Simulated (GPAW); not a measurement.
## Si K-edge XANES of SrSi (Cmcm)

What does one-electron theory with a core hole give for the Si K edge of SrSi (Cmcm)?

Program: GPAW 26.7.0. Level of theory: X-ray absorption from dipole matrix elements to empty bands, plane-wave PAW LDA. Results are calculated unless marked as measured.

Most raw output is cut from this account.

**1. The structure**

The structure is orthorhombic, space group Cmcm (No. 63). Conventional cell: a = 4.830 Å, b = 11.330 Å, c = 4.040 Å, α = 90.00°, β = 90.00°, γ = 90.00°. Nearest to Sr lie 7 Si at 3.26 to 3.36 Å. Si has 2 Si at 2.51 Å and 7 Sr at 3.26 to 3.36 Å nearest. Farther neighbours are not listed.

Structure file:

```cif
data_structure
_symmetry_space_group_name_H-M 'P 1'
_symmetry_Int_Tables_number 1
_cell_length_a 6.1583
_cell_length_b 6.1583
_cell_length_c 4.0400
_cell_angle_alpha 90.000
_cell_angle_beta 90.000
_cell_angle_gamma 133.823
_cell_volume 110.54
loop_
_atom_site_label
_atom_site_type_symbol
_atom_site_fract_x
_atom_site_fract_y
_atom_site_fract_z
_atom_site_occupancy
Sr1 Sr 0.36000 0.64000 0.25000 1
Sr2 Sr 0.64000 0.36000 0.75000 1
Si3 Si 0.06600 0.93400 0.25000 1
Si4 Si 0.93400 0.06600 0.75000 1
```

**2. Ground state of the crystal**

The ground state comes first: it tells whether the system has a gap, which decides how the excited electron is treated.

File scf.py:

```python
import numpy as np
from ase import Atoms
from ase.parallel import parprint, paropen
from gpaw import GPAW, PW, FermiDirac, Mixer, MixerDif, setup_paths
from gpaw.test import gen
setup_paths.insert(0, '.')
gen('Si', name='nch1s', xcname='LDA', corehole=(1, 0, 0), write_xml=True)
from gpaw.mpi import world
world.barrier()

atoms = Atoms('Sr2Si2',
    cell=[[2.415, -5.665, 0],
     [2.415, 5.665, 0],
     [0, 0, 4.04]],
    scaled_positions=[[0.36, 0.64, 0.25],
     [0.64, 0.36, 0.75],
     [0.066, 0.934, 0.25],
     [0.934, 0.066, 0.75]],
    pbc=True)
atoms.calc = calc = GPAW(legacy_gpaw=True, mode=PW(430), xc='LDA', setups={2: 'nch1s'},
    kpts={'size': (6, 6, 6), 'gamma': True}, occupations=FermiDirac(0.05),
    charge=0, mixer=Mixer(0.1, 5, 50), maxiter=150,
    convergence={'density': 0.0001}, txt='scf.txt')
energy = atoms.get_potential_energy() + calc.get_reference_energy()
ef = calc.get_fermi_level()
out = dict(energy=energy, fermi=ef, forces=atoms.get_forces().tolist())
parprint(f'all-electron energy {energy:.4f} eV, Fermi level {ef:.4f} eV')
ev = np.array([[calc.get_eigenvalues(k, s) for k in range(len(calc.get_ibz_k_points()))] for s in range(calc.get_number_of_spins())])
out['homo'], out['lumo'], out['counts'] = ev[ev < ef].max(), ev[ev > ef].min(), sorted(set((ev < ef).sum((0, 2)).tolist()))
out['filled'] = (ev[:, 0] < ef).sum(1).tolist()
import json
with paropen('out.json', 'w') as f:
    json.dump(out, f)
```

Run with:

```sh
$ OMP_NUM_THREADS=1 mpirun -n 4 gpaw python scf.py
```

Elapsed: 13 s, on 4 MPI ranks of Arm Neoverse V2, shared host; peak memory 0.2 GiB; 53 s of CPU time.

The mesh shows no gap, so the system is treated as a metal and the core electron is put at the Fermi level (neutral cell).

**3. Spectrum without a core hole, Si atom 3**

This cheap baseline ignores the attraction of the hole: it shows the absorber's empty states as they are in the ground state. The data set with a hole of occupation 0 only carries the core orbital.

The absorber has 2 Si at 2.51 Å (bent, 107°, site symmetry m2m).

File xas.py:

```python
import numpy as np
from ase import Atoms
from ase.parallel import parprint, paropen
from gpaw import GPAW, PW, FermiDirac, Mixer, MixerDif, setup_paths
from gpaw.test import gen
setup_paths.insert(0, '.')
gen('Si', name='nch1s', xcname='LDA', corehole=(1, 0, 0), write_xml=True)
from gpaw.mpi import world
world.barrier()

atoms = Atoms('Sr2Si2',
    cell=[[2.415, -5.665, 0],
     [2.415, 5.665, 0],
     [0, 0, 4.04]],
    scaled_positions=[[0.36, 0.64, 0.25],
     [0.64, 0.36, 0.75],
     [0.066, 0.934, 0.25],
     [0.934, 0.066, 0.75]],
    pbc=True)
atoms.calc = calc = GPAW(legacy_gpaw=True, mode=PW(430), xc='LDA', setups={2: 'nch1s'},
    kpts={'size': (8, 8, 9), 'gamma': True}, occupations=FermiDirac(0.1),
    charge=0, mixer=Mixer(0.1, 5, 50), maxiter=150,
    convergence={'density': 0.0001}, txt='scf.txt')
energy = atoms.get_potential_energy() + calc.get_reference_energy()
ef = calc.get_fermi_level()
out = dict(energy=energy, fermi=ef, forces=atoms.get_forces().tolist())
parprint(f'all-electron energy {energy:.4f} eV, Fermi level {ef:.4f} eV')
ev = np.array([[calc.get_eigenvalues(k, s) for k in range(len(calc.get_ibz_k_points()))] for s in range(calc.get_number_of_spins())])
out['homo'], out['lumo'], out['counts'] = ev[ev < ef].max(), ev[ev > ef].min(), sorted(set((ev < ef).sum((0, 2)).tolist()))
out['filled'] = (ev[:, 0] < ef).sum(1).tolist()

from ase.units import Ha
from gpaw.xas import dipole_matrix_elements
nb = int(calc.get_number_of_electrons() / 2) + 69
top, nb = nb, nb + 8 + nb // 12
nscf = calc.fixed_density(kpts={'size': (7, 7, 8), 'gamma': True}, nbands=nb,
    convergence={'bands': top, 'eigenstates': 1e-5}, maxiter=60, txt='nscf.txt')
cell = atoms.cell.array
ops = [cell.T @ U.T @ np.linalg.inv(cell.T) for U in nscf.wfs.kd.symmetry.op_scc]
E = np.arange(-25, 34, 0.1)
fwhm = np.interp(E, [4, 25], [0.9, 3.5])
Y, X, zero, highest = 0, 0, 1e9, 1e9
for spin in range(nscf.get_number_of_spins()):
    wfs = nscf.wfs
    A = dipole_matrix_elements(wfs.setups[2])
    eps = np.zeros((wfs.kd.nibzkpts, nb))
    d = np.zeros((3, A.shape[1], wfs.kd.nibzkpts, nb), complex)
    for kpt in wfs.kpt_u:
        if kpt.s == spin and 2 in kpt.P_ani:
            eps[kpt.k] = kpt.eps_n * Ha
            d[:, :, kpt.k] = (kpt.weight * wfs.nspins / 2) ** 0.5 * np.inner(A, kpt.P_ani[2])
    world.sum(eps)
    world.sum(d)
    T = np.einsum('amkn,bmkn->abkn', d, d.conj()).real
    T = sum(np.einsum('ai,ijkn,bj->abkn', R, T, R) for R in ops) / len(ops)
    empty = eps > ef
    zero, highest = min(zero, eps[empty].min()), min(highest, eps[:, top - 1].min())
    lines = [(eps, T, empty)] if spin == 0 else lines + [(eps, T, empty)]
for eps, T, empty in lines:
    f = np.einsum('aakn->akn', T).reshape(3, -1)
    x = eps.ravel() - zero
    w = np.interp(x, E, fwhm) / 2.35482
    g = np.exp(-0.5 * ((E[:, None] - x) / w) ** 2) / (w * (2 * np.pi) ** 0.5)
    Y = Y + (f * empty.ravel()) @ g.T
    X = X + (f * ~empty.ravel()) @ g.T
out.update(E=E.round(2).tolist(), xas=Y.tolist(), xes=X.tolist(), zero=zero, valid=highest - zero, nk=len(eps), nb=nb)
for i in range(0, len(E), 10):
    parprint(f'{E[i]:7.2f}', *(f'{v:10.3e}' for v in Y[:, i]))
import json
with paropen('out.json', 'w') as f:
    json.dump(out, f)
```

Run with:

```sh
$ OMP_NUM_THREADS=1 mpirun -n 4 gpaw python xas.py
```

Run time: 1.7 min. Hardware: 4 MPI ranks; peak memory 0.46 GiB; 6.9 min of CPU time.

The Si K spectrum, Si atom 3, no core hole (energy from the lowest empty level; intensity scaled to a mean of 1 over the first 20 eV; polarised curves are means over the symmetry-equivalent atoms):

| E (eV) | isotropic | ε ∥ x | ε ∥ y | ε ∥ z |
| --- | --- | --- | --- | --- |
| -2.0 | 0.00 | 0.00 | 0.00 | 0.00 |
| -1.4 | 0.00 | 0.00 | 0.00 | 0.00 |
| -0.8 | 0.01 | 0.01 | 0.01 | 0.01 |
| -0.2 | 0.15 | 0.16 | 0.13 | 0.17 |
| 0.4 | 0.50 | 0.47 | 0.49 | 0.54 |
| 1.0 | 0.63 | 0.56 | 0.62 | 0.71 |
| 1.6 | 0.67 | 0.40 | 0.58 | 1.03 |
| 2.2 | 0.70 | 0.41 | 0.70 | 0.98 |
| 2.8 | 0.83 | 0.55 | 0.88 | 1.05 |
| 3.4 | 0.88 | 0.65 | 0.87 | 1.10 |
| 4.0 | 0.96 | 0.77 | 1.02 | 1.07 |
| 4.6 | 1.08 | 0.78 | 1.28 | 1.18 |
| 5.2 | 1.25 | 1.11 | 1.29 | 1.35 |
| 5.8 | 1.44 | 1.57 | 1.42 | 1.32 |
| 6.4 | 1.58 | 1.80 | 1.68 | 1.26 |
| 7.0 | 1.62 | 1.73 | 1.76 | 1.37 |
| 7.6 | 1.69 | 1.84 | 1.72 | 1.51 |
| 8.2 | 1.62 | 1.97 | 1.55 | 1.34 |
| 8.8 | 1.38 | 1.73 | 1.30 | 1.10 |
| 9.4 | 1.17 | 1.36 | 1.08 | 1.07 |
| 10.0 | 1.03 | 1.07 | 0.90 | 1.14 |
| 10.6 | 0.97 | 0.91 | 0.80 | 1.20 |
| 11.2 | 0.95 | 0.84 | 0.79 | 1.22 |
| 11.8 | 0.91 | 0.78 | 0.81 | 1.14 |
| 12.4 | 0.86 | 0.72 | 0.86 | 0.99 |
| 13.0 | 0.84 | 0.66 | 0.92 | 0.92 |
| 13.6 | 0.84 | 0.61 | 0.97 | 0.94 |
| 14.2 | 0.84 | 0.58 | 0.96 | 0.97 |
| 14.8 | 0.82 | 0.57 | 0.90 | 1.00 |
| 15.4 | 0.83 | 0.61 | 0.85 | 1.04 |
| 16.0 | 0.85 | 0.68 | 0.82 | 1.04 |
| 16.6 | 0.86 | 0.75 | 0.83 | 1.00 |
| 17.2 | 0.86 | 0.80 | 0.86 | 0.91 |
| 17.8 | 0.86 | 0.84 | 0.91 | 0.84 |
| 18.4 | 0.89 | 0.89 | 0.97 | 0.81 |
| 19.0 | 0.93 | 0.95 | 1.02 | 0.82 |
| 19.6 | 0.97 | 1.02 | 1.03 | 0.85 |
| 20.2 | 0.99 | 1.06 | 1.02 | 0.89 |
| 20.8 | 1.00 | 1.08 | 0.99 | 0.92 |
| 21.4 | 0.98 | 1.06 | 0.95 | 0.93 |
| 22.0 | 0.96 | 1.02 | 0.91 | 0.94 |
| 22.6 | 0.93 | 0.97 | 0.88 | 0.95 |
| 23.2 | 0.92 | 0.93 | 0.85 | 0.96 |
| 23.8 | 0.90 | 0.89 | 0.84 | 0.97 |
| 24.4 | 0.88 | 0.87 | 0.82 | 0.95 |
| 25.0 | 0.86 | 0.85 | 0.81 | 0.92 |
| 25.6 | 0.84 | 0.85 | 0.80 | 0.87 |
| 26.2 | 0.82 | 0.84 | 0.80 | 0.81 |
| 26.8 | 0.80 | 0.84 | 0.80 | 0.76 |
| 27.4 | 0.79 | 0.84 | 0.80 | 0.72 |
| 28.0 | 0.78 | 0.84 | 0.80 | 0.69 |
| 28.6 | 0.77 | 0.83 | 0.80 | 0.68 |
| 29.2 | 0.76 | 0.81 | 0.80 | 0.67 |
| 29.8 | 0.75 | 0.79 | 0.79 | 0.67 |
| 30.4 | 0.74 | 0.77 | 0.78 | 0.67 |

Main maxima below 24 eV (height): 7.7 eV (1.69) and 20.6 eV (1.00). A K edge sees empty p states on the absorber.

The same matrix elements for filled bands give the Si K emission of Si atom 3 (ground-state approximation; energy from the lowest empty level, largest value 1):

| E (eV) | emission |
| --- | --- |
| -24.00 | 0.00 |
| -23.25 | 0.00 |
| -22.50 | 0.00 |
| -21.75 | 0.00 |
| -21.00 | 0.00 |
| -20.25 | 0.00 |
| -19.50 | 0.00 |
| -18.75 | 0.00 |
| -18.00 | 0.00 |
| -17.25 | 0.00 |
| -16.50 | 0.00 |
| -15.75 | 0.00 |
| -15.00 | 0.00 |
| -14.25 | 0.00 |
| -13.50 | 0.00 |
| -12.75 | 0.00 |
| -12.00 | 0.00 |
| -11.25 | 0.00 |
| -10.50 | 0.00 |
| -9.75 | 0.01 |
| -9.00 | 0.03 |
| -8.25 | 0.04 |
| -7.50 | 0.04 |
| -6.75 | 0.04 |
| -6.00 | 0.05 |
| -5.25 | 0.07 |
| -4.50 | 0.03 |
| -3.75 | 0.21 |
| -3.00 | 0.68 |
| -2.25 | 0.88 |
| -1.50 | 0.99 |
| -0.75 | 0.55 |
| 0.00 | 0.13 |
| 0.75 | 0.01 |
| 1.50 | 0.00 |
| 2.25 | 0.00 |
| 3.00 | 0.00 |

Emission maxima: -1.6 eV (1.00).

**4. Supercell without a hole, the energy reference**

The photon energy needs a difference of total energies, so the cell and mesh of the coming hole run are first run without a hole.

Changes to scf.py since step 2:

```diff
@@ -10,13 +10,25 @@
 
-atoms = Atoms('Sr2Si2',
-    cell=[[2.415, -5.665, 0],
-     [2.415, 5.665, 0],
-     [0, 0, 4.04]],
-    scaled_positions=[[0.36, 0.64, 0.25],
-     [0.64, 0.36, 0.75],
-     [0.066, 0.934, 0.25],
-     [0.934, 0.066, 0.75]],
+atoms = Atoms('Sr8Si8',
+    cell=[[2.415, -5.665, 4.04],
+     [2.415, 5.665, 4.04],
+     [-4.83, 0, 8.08]],
+    scaled_positions=[[0.1725, 0.4525, 0.8125],
+     [0.4225, 0.7025, 0.0625],
+     [0.6725, 0.9525, 0.3125],
+     [0.9225, 0.2025, 0.5625],
+     [0.5775, 0.2975, 0.9375],
+     [0.8275, 0.5475, 0.1875],
+     [0.0775, 0.7975, 0.4375],
+     [0.3275, 0.0475, 0.6875],
+     [0.8785, 0.7465, 0.8125],
+     [0.1285, 0.9965, 0.0625],
+     [0.3785, 0.2465, 0.3125],
+     [0.6285, 0.4965, 0.5625],
+     [0.8715, 0.0035, 0.9375],
+     [0.1215, 0.2535, 0.1875],
+     [0.3715, 0.5035, 0.4375],
+     [0.6215, 0.7535, 0.6875]],
     pbc=True)
-atoms.calc = calc = GPAW(legacy_gpaw=True, mode=PW(430), xc='LDA', setups={2: 'nch1s'},
-    kpts={'size': (6, 6, 6), 'gamma': True}, occupations=FermiDirac(0.05),
+atoms.calc = calc = GPAW(legacy_gpaw=True, mode=PW(430), xc='LDA', setups={8: 'nch1s'},
+    kpts={'size': (4, 4, 3), 'gamma': True}, occupations=FermiDirac(0.1),
     charge=0, mixer=Mixer(0.1, 5, 50), maxiter=150,
```

Run with:

```sh
$ OMP_NUM_THREADS=1 mpirun -n 4 gpaw python scf.py
```

Elapsed: 95 s, on 4 MPI ranks; peak memory 0.4 GiB; 6.3 min of CPU time.

Reference energy: -754115.102 eV with the cores included.

**5. Spectrum with XCH, Si atom 3**

The holes are 7.4 Å apart. In GPAW the data set carries the hole's charge, so charge=0 means a charged cell and charge=-1 a neutral one. The excited electron is kept in the cell, where it fills the lowest empty states and screens the hole. After the field has converged, empty bands are computed with the density fixed and the dipole matrix elements are summed.

Changes to xas.py since step 3:

```diff
@@ -6,3 +6,3 @@
 setup_paths.insert(0, '.')
-gen('Si', name='nch1s', xcname='LDA', corehole=(1, 0, 0), write_xml=True)
+gen('Si', name='fch1s', xcname='LDA', corehole=(1, 0, 1), write_xml=True)
 from gpaw.mpi import world
@@ -10,14 +10,26 @@
 
-atoms = Atoms('Sr2Si2',
-    cell=[[2.415, -5.665, 0],
-     [2.415, 5.665, 0],
-     [0, 0, 4.04]],
-    scaled_positions=[[0.36, 0.64, 0.25],
-     [0.64, 0.36, 0.75],
-     [0.066, 0.934, 0.25],
-     [0.934, 0.066, 0.75]],
+atoms = Atoms('Sr8Si8',
+    cell=[[2.415, -5.665, 4.04],
+     [2.415, 5.665, 4.04],
+     [-4.83, 0, 8.08]],
+    scaled_positions=[[0.1725, 0.4525, 0.8125],
+     [0.4225, 0.7025, 0.0625],
+     [0.6725, 0.9525, 0.3125],
+     [0.9225, 0.2025, 0.5625],
+     [0.5775, 0.2975, 0.9375],
+     [0.8275, 0.5475, 0.1875],
+     [0.0775, 0.7975, 0.4375],
+     [0.3275, 0.0475, 0.6875],
+     [0.8785, 0.7465, 0.8125],
+     [0.1285, 0.9965, 0.0625],
+     [0.3785, 0.2465, 0.3125],
+     [0.6285, 0.4965, 0.5625],
+     [0.8715, 0.0035, 0.9375],
+     [0.1215, 0.2535, 0.1875],
+     [0.3715, 0.5035, 0.4375],
+     [0.6215, 0.7535, 0.6875]],
     pbc=True)
-atoms.calc = calc = GPAW(legacy_gpaw=True, mode=PW(430), xc='LDA', setups={2: 'nch1s'},
-    kpts={'size': (8, 8, 9), 'gamma': True}, occupations=FermiDirac(0.1),
-    charge=0, mixer=Mixer(0.1, 5, 50), maxiter=150,
+atoms.calc = calc = GPAW(legacy_gpaw=True, mode=PW(430), xc='LDA', setups={8: 'fch1s'},
+    kpts={'size': (4, 4, 3), 'gamma': True}, occupations=FermiDirac(0.1),
+    charge=-1, mixer=Mixer(0.1, 5, 50), maxiter=150,
     convergence={'density': 0.0001}, txt='scf.txt')
@@ -33,5 +45,5 @@
 from gpaw.xas import dipole_matrix_elements
-nb = int(calc.get_number_of_electrons() / 2) + 69
+nb = int(calc.get_number_of_electrons() / 2) + 265
 top, nb = nb, nb + 8 + nb // 12
-nscf = calc.fixed_density(kpts={'size': (7, 7, 8), 'gamma': True}, nbands=nb,
+nscf = calc.fixed_density(kpts={'size': (5, 5, 4), 'gamma': True}, nbands=nb,
     convergence={'bands': top, 'eigenstates': 1e-5}, maxiter=60, txt='nscf.txt')
@@ -39,3 +51,3 @@
 ops = [cell.T @ U.T @ np.linalg.inv(cell.T) for U in nscf.wfs.kd.symmetry.op_scc]
-E = np.arange(-25, 34, 0.1)
+E = np.arange(-6, 34, 0.1)
 fwhm = np.interp(E, [4, 25], [0.9, 3.5])
@@ -44,3 +56,3 @@
     wfs = nscf.wfs
-    A = dipole_matrix_elements(wfs.setups[2])
+    A = dipole_matrix_elements(wfs.setups[8])
     eps = np.zeros((wfs.kd.nibzkpts, nb))
@@ -48,5 +60,5 @@
     for kpt in wfs.kpt_u:
-        if kpt.s == spin and 2 in kpt.P_ani:
+        if kpt.s == spin and 8 in kpt.P_ani:
             eps[kpt.k] = kpt.eps_n * Ha
-            d[:, :, kpt.k] = (kpt.weight * wfs.nspins / 2) ** 0.5 * np.inner(A, kpt.P_ani[2])
+            d[:, :, kpt.k] = (kpt.weight * wfs.nspins / 2) ** 0.5 * np.inner(A, kpt.P_ani[8])
     world.sum(eps)
```

Run with:

```sh
$ OMP_NUM_THREADS=1 mpirun -n 4 gpaw python xas.py
```

It took 25 min on 4 MPI ranks; peak memory 1.4 GiB.

The Si K spectrum, Si atom 3, excited-electron core hole (neutral cell) (energy from the lowest empty level; intensity scaled to a mean of 1 over the first 20 eV; polarised curves are means over the symmetry-equivalent atoms):

| E (eV) | isotropic | ε ∥ x | ε ∥ y | ε ∥ z |
| --- | --- | --- | --- | --- |
| -2.0 | 0.00 | 0.00 | 0.00 | 0.00 |
| -1.0 | 0.00 | 0.00 | 0.00 | 0.01 |
| 0.0 | 0.46 | 0.22 | 0.50 | 0.67 |
| 1.0 | 0.87 | 0.46 | 0.83 | 1.31 |
| 2.0 | 1.06 | 0.56 | 1.10 | 1.53 |
| 3.0 | 1.14 | 0.93 | 1.16 | 1.32 |
| 4.0 | 1.48 | 1.25 | 1.71 | 1.47 |
| 5.0 | 1.72 | 1.97 | 1.70 | 1.50 |
| 6.0 | 1.65 | 1.98 | 1.68 | 1.29 |
| 7.0 | 1.41 | 1.51 | 1.36 | 1.34 |
| 8.0 | 1.15 | 1.31 | 1.05 | 1.10 |
| 9.0 | 0.83 | 0.84 | 0.76 | 0.89 |
| 10.0 | 0.77 | 0.63 | 0.64 | 1.03 |
| 11.0 | 0.78 | 0.60 | 0.69 | 1.05 |
| 12.0 | 0.71 | 0.56 | 0.78 | 0.79 |
| 13.0 | 0.73 | 0.54 | 0.87 | 0.78 |
| 14.0 | 0.76 | 0.53 | 0.84 | 0.91 |
| 15.0 | 0.76 | 0.60 | 0.76 | 0.91 |
| 16.0 | 0.78 | 0.75 | 0.76 | 0.84 |
| 17.0 | 0.82 | 0.86 | 0.83 | 0.76 |
| 18.0 | 0.85 | 0.92 | 0.92 | 0.72 |
| 19.0 | 0.90 | 1.00 | 0.95 | 0.75 |
| 20.0 | 0.91 | 1.03 | 0.90 | 0.82 |
| 21.0 | 0.88 | 0.97 | 0.83 | 0.85 |
| 22.0 | 0.83 | 0.88 | 0.77 | 0.85 |
| 23.0 | 0.79 | 0.80 | 0.74 | 0.83 |
| 24.0 | 0.76 | 0.77 | 0.73 | 0.78 |
| 25.0 | 0.73 | 0.75 | 0.72 | 0.72 |
| 26.0 | 0.71 | 0.76 | 0.72 | 0.65 |
| 27.0 | 0.70 | 0.76 | 0.73 | 0.62 |
| 28.0 | 0.70 | 0.75 | 0.73 | 0.62 |
| 29.0 | 0.70 | 0.73 | 0.73 | 0.63 |

Main maxima below 24 eV (height): 2.5 eV (1.18), 5.4 eV (1.77) and 19.8 eV (0.91). 

The total-energy difference is 1842.87 eV. One term is added: -14.86 eV, since the hole is spin-paired here and a spin-polarised one costs that much less in the free atom (computed apart). The photon energy is then 1828.01 eV. The tabulated edge of the element is 1839 eV. The functional leaves an error in such absolute values: in the free atom LDA prices this hole 7.8 eV below PBE (computed apart), and PBE is itself good to a few eV.

**6. What the core hole does**

Both curves are counted from their own zero, so only the shift of weight within the empty states shows.

| E (eV) | no hole | XCH |
| --- | --- | --- |
| -2.0 | 0.00 | 0.00 |
| -1.0 | 0.00 | 0.00 |
| 0.0 | 0.27 | 0.46 |
| 1.0 | 0.63 | 0.87 |
| 2.0 | 0.68 | 1.06 |
| 3.0 | 0.86 | 1.14 |
| 4.0 | 0.96 | 1.48 |
| 5.0 | 1.19 | 1.72 |
| 6.0 | 1.50 | 1.65 |
| 7.0 | 1.62 | 1.41 |
| 8.0 | 1.67 | 1.15 |
| 9.0 | 1.30 | 0.83 |
| 10.0 | 1.03 | 0.77 |
| 11.0 | 0.95 | 0.78 |
| 12.0 | 0.89 | 0.71 |
| 13.0 | 0.84 | 0.73 |
| 14.0 | 0.84 | 0.76 |
| 15.0 | 0.82 | 0.76 |
| 16.0 | 0.85 | 0.78 |
| 17.0 | 0.86 | 0.82 |
| 18.0 | 0.87 | 0.85 |
| 19.0 | 0.93 | 0.90 |
| 20.0 | 0.98 | 0.91 |
| 21.0 | 0.99 | 0.88 |
| 22.0 | 0.96 | 0.83 |
| 23.0 | 0.92 | 0.79 |
| 24.0 | 0.89 | 0.76 |
| 25.0 | 0.86 | 0.73 |
| 26.0 | 0.82 | 0.71 |
| 27.0 | 0.79 | 0.70 |
| 28.0 | 0.78 | 0.70 |
| 29.0 | 0.76 | 0.70 |

With each curve scaled to its own mean, the area from −2 to 6 eV with the hole is 7.6 against 5.3, and the centre of weight from −1 to 20 eV moves by -0.8 eV: the hole pulls the absorber's empty states down.

**7. What came out**

```json
{
 "absorber and edge": "Si K, atom 3 of the ground-state input (counted from 1)",
 "surroundings": "2 Si at 2.51 Å (bent, 107°, site symmetry m2m)",
 "highest intensity below 16 eV": "5.4 eV above the zero, height 1.77",
 "photon energy of the zero, with the added terms": "1828.0 eV (raw 1842.9 eV; LDA puts this hole about 8 eV below PBE, itself good to a few eV)"
}
```

What this shows: The Si K edge of atom 3, with 2 Si at 2.51 Å (bent, 107°, site symmetry m2m), has its highest intensity of the first 16 eV at 5.4 eV above the zero, near 1833 eV in photon energy (LDA puts this hole about 8 eV below PBE, itself good to a few eV), 1.8 times the mean level of the first 20 eV (Gaussian full width 0.9 eV up to 4 eV, rising linearly to 3.5 eV at 25 eV). With each curve scaled to its own mean, the area from −2 to 6 eV with the hole is 7.6 against 5.3, and the centre of weight from −1 to 20 eV moves by -0.8 eV: the hole pulls the absorber's empty states down. At the Si K edge of atom 3 polarisation matters most near 1.5 eV, where the curves differ by 1.1 on this scale. The structure is a published determination, not relaxed.

[Logs are printed without paths, hosts, clocks, repeated set-up lines and the standing remarks that a program may print on its own settings, such as how far it seeks lower states.]

[Hosts, paths, dates, database ids (printed as entryN), source tags and the programs' standing remarks are cut or masked in the printed files.]

[Lists of maxima count a maximum above −3 eV only where it reaches 4 % of the highest in the window and stands out from its surroundings by 2 % of it (1.5 % where it reaches 55 %); shoulders and weaker maxima are passed over, and of the rest the first, up to two pre-edge ones and the few strongest are named.]
